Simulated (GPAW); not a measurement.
# Screening of a field by Cr2CO2 MXene monolayer, part 2 of 2

Wanted: the out-of-plane polarisability of Cr2CO2 MXene monolayer.

GPAW 26.7.0; GPAW, PAW setups; layer in a repeated cell with vacuum, relaxation of atoms and in-plane cell (the session's first sound run).

So far. Step 8 (In a field): The dipole is now 0.0221 e Å, against -1.9e-4 in the run without a field.

## (9) Field on

Level of this step: GPAW, PAW setups; slab in vacuum (GPAW).

run.py reads:

```python
import json
import numpy as np
from ase import Atoms
from gpaw import GPAW, PW
from gpaw.external import ConstantElectricField

slab = Atoms(
    ['O', 'Cr', 'C', 'Cr', 'O'],
    positions=[
        [-0.00000, 1.66600, 7.00000],
        [1.44280, 0.83301, 7.94698],
        [-0.00000, 0.00000, 9.23723],
        [-0.00000, 1.66600, 10.52748],
        [1.44280, 0.83301, 11.47447]],
    cell=[[2.88561, -0.0, 0.0], [-1.4428, 2.49901, 0.0], [0.0, 0.0, 18.4745]],
    pbc=[True, True, False],
    magmoms=[0.0, 2.0, 0.0, 2.0, 0.0])

slab.calc = GPAW(mode=PW(500), xc='PBE', kpts={'size': (12, 12, 1), 'gamma': True},
                 occupations={'name': 'fermi-dirac', 'width': 0.05}, nbands='160%',
                 convergence={'density': 1e-05}, maxiter=200,
                 poissonsolver={'dipolelayer': 'xy'},
                 external=ConstantElectricField(0.2, [0, 0, 1]),
                 symmetry={'tolerance': 1e-3}, txt='slab.txt')
result = {}
energy = slab.get_potential_energy()
fermi = slab.calc.get_fermi_level()
v = slab.calc.get_electrostatic_potential().mean((0, 1)) - fermi
n = slab.calc.get_pseudo_density().mean((0, 1))
L = slab.cell[2, 2]
z = np.arange(len(v)) * L / len(v)
low, high = slab.positions[:, 2].min(), slab.positions[:, 2].max()
below, above = np.interp([low - 4.8, high + 4.8], z, v)
slopes = [np.interp(x, z, np.gradient(v, z)) for x in (low - 4.8, high + 4.8)]
eps = np.array([[slab.calc.get_eigenvalues(k, s) for k in range(len(slab.calc.get_ibz_k_points()))]
                for s in range(slab.calc.get_number_of_spins())]) - fermi
top, bottom = eps[eps < 0].max(), eps[eps > 0].min()
dipole = slab.get_dipole_moment()[2]
print(f'energy {energy:.4f} eV, Fermi level {fermi:.4f} eV, dipole {dipole:.5f} e A')
print(f'potential 4.8 A off the faces, from the Fermi level: lower {below:.4f} eV, upper {above:.4f} eV')
print(f'slope of the potential there: lower {slopes[0]:.5f}, upper {slopes[1]:.5f} eV/A')
print(f'nearest levels on the mesh: {top:.4f} and {bottom:.4f} eV')
print('magnetic moment', round(slab.get_magnetic_moment(), 3))
result.update(energy=energy, fermi=fermi, dipole=dipole, below=below, above=above, slopes=slopes, edges=[top, bottom],
              z=z.tolist(), v=v.tolist(), n=n.tolist(), positions=slab.positions.tolist(),
              forces=slab.get_forces(apply_constraint=False).tolist(), moments=slab.get_magnetic_moments().tolist())
json.dump(result, open('result.json', 'w'))
```

The run is started by

```
$ OMP_NUM_THREADS=1 OPENBLAS_NUM_THREADS=1 python run.py
```

Log:

```text
energy -41.7905 eV, Fermi level -1.1751 eV, dipole 0.04428 e A
potential 4.8 A off the faces, from the Fermi level: lower 6.9803 eV, upper 5.8693 eV
slope of the potential there: lower -0.00022, upper 0.00021 eV/A
nearest levels on the mesh: -0.0203 and 0.0038 eV
magnetic moment 3.991
```

The job ended after 5.7 min (1 thread of Intel Xeon Platinum 8375C at 2.90GHz (Ice Lake), shared host; peak memory 0.49 GiB).

The dipole is now 0.0443 e Å, against -1.9e-4 in the run without a field.

## (10) In a field

Edit run.py of step 9 so:

```diff
@@ -22,3 +22,3 @@
                  poissonsolver={'dipolelayer': 'xy'},
-                 external=ConstantElectricField(0.2, [0, 0, 1]),
+                 external=ConstantElectricField(0.3, [0, 0, 1]),
                  symmetry={'tolerance': 1e-3}, txt='slab.txt')
```

Log:

```text
energy -41.7961 eV, Fermi level -1.1761 eV, dipole 0.06644 e A
potential 4.8 A off the faces, from the Fermi level: lower 7.2599 eV, upper 5.5926 eV
slope of the potential there: lower -0.00022, upper 0.00021 eV/A
nearest levels on the mesh: -0.0203 and 0.0038 eV
magnetic moment 3.991
```

It took 5.3 min on 1 thread; peak memory 0.48 GiB.

The dipole is now 0.0664 e Å, against -1.9e-4 in the run without a field.

## (11) The series

The members are put on one axis.

This step: induced dipole against applied field (GPAW 26.7.0).

Table of dipole along the normal by field:

```tsv
field (V/Å)	dipole along the normal (e·Å)
-0.200	-0.0443
-0.100	-0.0221
-0.050	-0.0111
0.000	-1.9e-4
0.050	0.0111
0.100	0.0221
0.200	0.0443
0.300	0.0664
```

## (12) A changed run

One more run, with changed settings.

This step: GPAW, PAW setups; slab in vacuum (GPAW 26.7.0).

Edit run.py of step 10 so:

```diff
@@ -4,3 +4,2 @@
 from gpaw import GPAW, PW
-from gpaw.external import ConstantElectricField
 
@@ -18,7 +17,6 @@
 
-slab.calc = GPAW(mode=PW(500), xc='PBE', kpts={'size': (12, 12, 1), 'gamma': True},
+slab.calc = GPAW(mode=PW(500), xc='PBE', kpts={'size': (1, 1, 1), 'gamma': True},
                  occupations={'name': 'fermi-dirac', 'width': 0.05}, nbands='160%',
-                 convergence={'density': 1e-05}, maxiter=200,
+                 convergence={'density': 1e-05}, maxiter=75,
                  poissonsolver={'dipolelayer': 'xy'},
-                 external=ConstantElectricField(0.3, [0, 0, 1]),
                  symmetry={'tolerance': 1e-3}, txt='slab.txt')
```

Log:

```text
energy -35.3254 eV, Fermi level -0.9430 eV, dipole -0.00019 e A
potential 4.8 A off the faces, from the Fermi level: lower 6.3823 eV, upper 6.3934 eV
slope of the potential there: lower -0.00023, upper 0.00023 eV/A
nearest levels on the mesh: -0.0011 and 0.3992 eV
magnetic moment 5.968
```

Wall time 8.2 s (1 thread); peak memory 0.18 GiB.

The run finished. A setting was moved off its sound value on purpose, so it serves as a test and not as the result.

The fault put into the input: one k-point (kpts = [1, 1]).

Side by side:

```tsv
quantity	this run	sound run	difference
upper work function (eV)	6.3934	6.4294	-0.0360
lower work function (eV)	6.3823	6.4182	-0.0359
sum of the site moments (μB)	5.0489	3.9154	1.13
```

The two runs differ clearly in the sum of the site moments: 5.05 μB against 3.92 μB.

## (13) Outcome

```json
{
  "work function, upper and lower face": "6.429 and 6.418 eV",
  "dipole along the normal": "-1.9e-4 e Å, near the numerical noise",
  "induced dipole per field": "0.221 e Å per V/Å",
  "out-of-plane polarisability per area, α/(ε0 A)": "5.56 Å"
}
```

The field induces 0.221 e Å per V/Å, a polarisable thickness α/(ε0 A) of 5.56 Å beside 4.47 Å between the outermost nuclei. A perfect conductor would give the distance between its two image planes; a dielectric of thickness t gives t(1 - 1/ε). The induced dipole is linear in the field over this range. One magnetic start was tried; another order may lie lower. The layer's cell and atoms come from the relaxation; spin-orbit coupling and temperature are left out.

[Logs are printed without paths, hosts, clocks, repeated set-up lines and the standing remarks that a program may print on its own settings, such as how far it seeks lower states.]

[Hosts, paths, dates, database ids (printed as entryN), source tags and the programs' standing remarks are cut or masked in the printed files.]
